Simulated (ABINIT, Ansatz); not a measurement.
# Quasiparticle gap of CdF2 (Fm-3m) in ABINIT

Wanted: ground state, empty states, screening and self-energy for CdF2 (Fm-3m).

Program: ABINIT 10.8.3. Level of theory: PBE and many-body steps on it, plane waves. Results are calculated unless marked as measured.

## 1. Set-up

Symmetry: Fm-3m, No. 225, cubic system. Conventional cell: a = 5.388 Å, b = 5.388 Å, c = 5.388 Å, α = 90.00°, β = 90.00°, γ = 90.00°. Nearest to Cd lie 8 F at 2.33 Å. Nearest to F lie 4 Cd at 2.33 Å. Farther neighbours and most contacts between anions are not listed.

The cell and positions come from the Crystallography Open Database and are kept as given unless a step says otherwise.

## 2. Ground state

This step: ABINIT 10.8.3; DFT, PBE, plane waves, norm-conserving pseudopotentials.

The ground-state density comes first.

Input file run.abi:

```
acell 3*1.0 Angstrom
rprim 
  0.000000000000 2.694000000000 2.694000000000
  2.694000000000 -0.000000000000 2.694000000000
  2.694000000000 2.694000000000 -0.000000000000
ntypat 2
znucl 48 9
natom 3
typat 1 2 2
xred 
  0.000000000000 0.000000000000 0.000000000000
  0.250000000000 0.250000000000 0.250000000000
  0.750000000000 0.750000000000 0.750000000000
pp_dirpath "pseudos"
pseudos "Cd.upf, F.upf"
ecut 47
ngkpt 6 6 6
nshiftk 1
shiftk 0 0 0
kptopt 1
chksymbreak 0
nband 22
occopt 1
tolvrs 1e-10
nstep 60
prtwf 0
optforces 0
optstress 0
indata_prefix "in"
outdata_prefix "out"
tmpdata_prefix "tmp"
```

On the command line:

```console
> OMP_NUM_THREADS=1 mpirun -n 4 abinit run.abi > log
```

Numbers of over 12 decimals in the logs are rounded to 6 here.

Log:

```text
.Version 10.8.3 of ABINIT. v10.8.2 released Aug 2026.

 Symmetries : space group Fm -3 m (#225); Bravais cF (face-center cubic)
================================================================================
 Values of the parameters that define the memory need of the present run
     intxc =       0    ionmov =       0      iscf =       7    lmnmax =       6
     lnmax =       6     mgfft =      48  mpssoang =       3    mqgrid =    3001
     natom =       3  nloc_mem =       1    nspden =       1   nspinor =       1
    nsppol =       1      nsym =      48    n1xccc =    2501    ntypat =       2
    occopt =       1   xclevel =       2
-    mband =          22        mffmem =           1         mkmem =           4
       mpw =        4087          nfft =      110592          nkpt =          16
================================================================================
  Rough estimation (10% accuracy) of disk space for files :
================================================================================

--------------------------------------------------------------------------------
------------- Echo of variables that govern the present computation ------------
--------------------------------------------------------------------------------
 -outvars: echo values of preprocessed input variables --------
            acell      1.8897261259E+00  1.8897261259E+00  1.8897261259E+00 Bohr

      chksymbreak           0
             ecut      4.70000000E+01 Hartree
-          fftalg         312

              ixc     -101130
              kpt      0.00000000E+00  0.00000000E+00  0.00000000E+00
                       1.66666667E-01  0.00000000E+00  0.00000000E+00
                       3.33333333E-01  0.00000000E+00  0.00000000E+00
                       5.00000000E-01  0.00000000E+00  0.00000000E+00
                       1.66666667E-01  1.66666667E-01  0.00000000E+00
                       3.33333333E-01  1.66666667E-01  0.00000000E+00
                       5.00000000E-01  1.66666667E-01  0.00000000E+00
                      -3.33333333E-01  1.66666667E-01  0.00000000E+00
                      -1.66666667E-01  1.66666667E-01  0.00000000E+00
   [... 5 further rows ...]
                      -3.33333333E-01  3.33333333E-01  1.66666667E-01
                      -3.33333333E-01  5.00000000E-01  1.66666667E-01
         kptrlatt        6    0    0      0    6    0      0    0    6
          kptrlen      4.31979072E+01
P           mkmem           4
            natom           3
            nband          22
            ngfft          48      48      48
             nkpt          16
            nstep          60
             nsym          48
           ntypat           2
              occ      2.000000  2.000000  2.000000  2.000000  2.000000  2.000000
                       2.000000  2.000000  2.000000  2.000000  2.000000  2.000000
                       2.000000  2.000000  2.000000  2.000000  2.000000  0.000000
                       0.000000  0.000000  0.000000  0.000000
        optforces           0
        optstress           0
            prtwf           0
            rprim      0.0000000000E+00  2.6940000000E+00  2.6940000000E+00
[...]
spgroup         225

           tolvrs      1.00000000E-10

             xred      0.0000000000E+00  0.0000000000E+00  0.0000000000E+00
[...]
znucl       48.00000    9.00000

================================================================================

 chkinp: Checking input parameters for consistency.

================================================================================
== DATASET  1 ==================================================================
-   mpi_nproc: 4, omp_nthreads: 1 (-1 if OMP is not activated)

--- !DatasetInfo
iteration_state: {dtset: 1, }
dimensions: {natom: 3, nkpt: 16, mband: 22, nsppol: 1, nspinor: 1, nspden: 1, mpw: 4087, }
cutoff_energies: {ecut:  47.0, pawecutdg:  -1.0, }
electrons: {nelect:   3.40000000E+01, charge:   0.00000000E+00, occopt:   1.00000000E+00, tsmear:   1.00000000E-02, }

 Real(R)+Recip(G) space primitive vectors, cartesian coordinates (Bohr,Bohr^-1):
 R(1)=  0.0000000  5.0909222  5.0909222  G(1)= -0.0982140  0.0982140  0.0982140
 R(2)=  5.0909222  0.0000000  5.0909222  G(2)=  0.0982140 -0.0982140  0.0982140
 R(3)=  5.0909222  5.0909222  0.0000000  G(3)=  0.0982140  0.0982140 -0.0982140
 Unit cell volume ucvol=  2.6388784E+02 bohr^3
 Angles (23,13,12)=  6.00000000E+01  6.00000000E+01  6.00000000E+01 degrees

 getcut: wavevector=  0.0000  0.0000  0.0000  ngfft=  48  48  48
         ecut(hartree)=     47.000   => boxcut(ratio)=   2.16031

--- Pseudopotential description ------------------------------------------------
- Cd Generated using ONCVPSP code by D. R. Hamann
- 48.00000  20.00000  171031                  znucl, zion, pspdat
12 -101130 2 -1 1368                          pspcod,pspxc,lmax,lloc,mmax
     nproj     2     2     2
  pspatm : epsatm=   23.16453630
         --- l  ekb(1:nproj) -->
[...]
pspatm: atomic psp has been read  and splines computed

- F Generated using ONCVPSP code by D. R. Hamann
-  9.00000   7.00000  171031                  znucl, zion, pspdat
12 -101130 2 -1 832                           pspcod,pspxc,lmax,lloc,mmax
     nproj     2     2     1
  pspatm : epsatm=    4.87625608
         --- l  ekb(1:nproj) -->
[...]
2   -2.441503
 pspatm: atomic psp has been read  and splines computed

   1.11917965E+03                                ecore*ucvol(ha*bohr**3)
--------------------------------------------------------------------------------

_setup2: Arith. and geom. avg. npw (full set) are    4061.921    4061.898

================================================================================

--- !BeginCycle
iteration_state: {dtset: 1, }
solver: {iscf: 7, nstep: 60, nline: 4, wfoptalg: 0, }
tolerances: {tolvrs: 1.00E-10, }

     iter   Etot(hartree)      deltaE(h)  residm     vres2
 ETOT  1  -223.63176735040    -2.236E+02 2.725E+00 1.413E+03
 ETOT  2  -224.50298913281    -8.712E-01 8.319E-02 1.678E+03
 ETOT  3  -224.70679396403    -2.038E-01 3.108E-03 4.979E+01
 ETOT  4  -224.71139101455    -4.597E-03 5.150E-04 1.998E+01
 ETOT  5  -224.71229993558    -9.089E-04 1.976E-04 4.881E+00
 ETOT  6  -224.71308530076    -7.854E-04 9.652E-05 3.119E-02
 ETOT  7  -224.71308873447    -3.434E-06 2.095E-04 9.655E-04
 ETOT  8  -224.71308867841     5.606E-08 9.632E-05 7.982E-04
 ETOT  9  -224.71308878466    -1.062E-07 1.016E-04 4.573E-07
 ETOT 10  -224.71308878472    -5.807E-11 9.904E-05 1.592E-08
 ETOT 11  -224.71308878473    -1.495E-11 2.072E-04 9.240E-11

 At SCF step   11       vres2   =  9.24E-11 < tolvrs=  1.00E-10 =>converged.

--- !ResultsGS
iteration_state: {dtset: 1, }
comment   : Summary of ground state results
lattice_vectors:
- [  0.0000000,   5.0909222,   5.0909222, ]
- [  5.0909222,  -0.0000000,   5.0909222, ]
- [  5.0909222,   5.0909222,  -0.0000000, ]
lattice_lengths: [   7.19965,    7.19965,    7.19965, ]
lattice_angles: [ 60.000,  60.000,  60.000, ] # degrees, (23, 13, 12)
lattice_volume:   2.6388784E+02
convergence: {deltae: -1.495E-11, res2:  9.240E-11, residm:  2.072E-04, diffor:  0.000E+00, }
etotal    :  -2.24713089E+02
entropy   :   0.00000000E+00
fermie    :   1.14494563E-01
cartesian_stress_tensor: null
pressure_GPa: null
xred      :
- [  0.0000E+00,   0.0000E+00,   0.0000E+00, Cd]
- [  2.5000E-01,   2.5000E-01,   2.5000E-01,  F]
- [  7.5000E-01,   7.5000E-01,   7.5000E-01,  F]
cartesian_forces: null
force_length_stats: {min: null, max: null, mean: null, }

 Integrated electronic density in atomic spheres:
 ------------------------------------------------
 Atom  Sphere_radius  Integrated_density
[...]
2        2.00000          7.04110802
    3        2.00000          7.04110802
================================================================================

 ----iterations are completed or convergence reached----

 Mean square residual over all n,k,spin=   79.257E-08; max=  20.720E-05
 reduced coordinates (array xred) for    3 atoms
       0.000000000000      0.000000000000      0.000000000000
       0.250000000000      0.250000000000      0.250000000000
       0.750000000000      0.750000000000      0.750000000000
 rms dE/dt=  0.0000E+00; max dE/dt=  0.0000E+00; dE/dt below (all hartree)
    1       0.000000000000      0.000000000000      0.000000000000
    2       0.000000000000      0.000000000000      0.000000000000
    3       0.000000000000      0.000000000000      0.000000000000

 cartesian coordinates (angstrom) at end:
    1      0.000000     0.000000     0.000000
    2      1.347000     1.347000     1.347000
    3      4.041000     4.041000     4.041000
 length scales=  1.889726125908  1.889726125908  1.889726125908 bohr
              =  1.000000000000  1.000000000000  1.000000000000 angstroms
 prteigrs : about to open file out_EIG
 Fermi (or HOMO) energy (hartree) =   0.11449   Average Vxc (hartree)=  -0.39118
 Eigenvalues (hartree) for nkpt=  16  k points:
 kpt#   1, nband= 22, wtk=  0.00463, kpt=  0.0000  0.0000  0.0000 (reduced coord)
  -3.50241   -2.07272   -2.07272   -2.07272   -0.64666   -0.60621   -0.09030   -0.09030
  -0.09030   -0.04620   -0.04620    0.07948    0.07948    0.07948    0.09700    0.09700
   0.09700    0.23002    0.58342    0.58342    0.58342    0.76535
 prteigrs : prtvol=0 or 1, do not print more k-points.

--- !EnergyTerms
iteration_state     : {dtset: 1, }
comment             : Components of total free energy in Hartree
kinetic             :  9.42038521653273E+01
hartree             :  6.59542414521142E+01
xc                  : -3.53695288897918E+01
Ewald energy        : -1.39421659606732E+02
psp_core            :  4.24111874353286E+00
local_psp           : -2.13304577453735E+02
non_local_psp       : -1.01653519544733E+00
total_energy        : -2.24713088784732E+02
total_energy_eV     : -6.11475465344877E+03
band_energy         : -2.17913730643475E+01

== END DATASET(S) ==============================================================
================================================================================

 -outvars: echo values of variables after computation  --------
           etotal     -2.2471308878E+02
            nband          22
             nkpt          16
          spgroup         225
 [... the other variables as echoed above ...]

 Calculation completed.
```

Elapsed: 13 s, on 4 MPI ranks of Arm Neoverse V2, shared host; peak memory 0.37 GiB.

This step gave:

```
total energy               : -6114.7547 eV
gap                        : 3.144 eV
k of the valence top       : -0.3333, 0.5, 0.1667
k of the conduction bottom : 0, 0, 0
least direct gap           : 3.620 eV
```

The gap is indirect, with the least direct gap 0.48 eV higher.

(Part 1 of 3 ends here.)

[Paths, hosts, dates, memory and timing lines, banners, echoed tables and standing remarks are left out of the program output.]

[Logs are printed without paths, hosts, clocks, repeated set-up lines and the standing remarks that a program may print on its own settings, such as how far it seeks lower states.]

[Runs of the session that timed out or met a known fault of the program may be left out.]

[Hosts, paths, dates, database ids (printed as entryN), source tags and the programs' standing remarks are cut or masked in the printed files.]

[G0W0 gaps are taken among the corrected bands and points alone; a level outside them can change the order at an edge.]

[Where Ansatz stands beside ABINIT at settings called matched, ABINIT's density can come from a denser mesh and the files from another edition; pairs whose starting gaps differed by over 0.03 eV were left out, so agreement reads better than it is.]
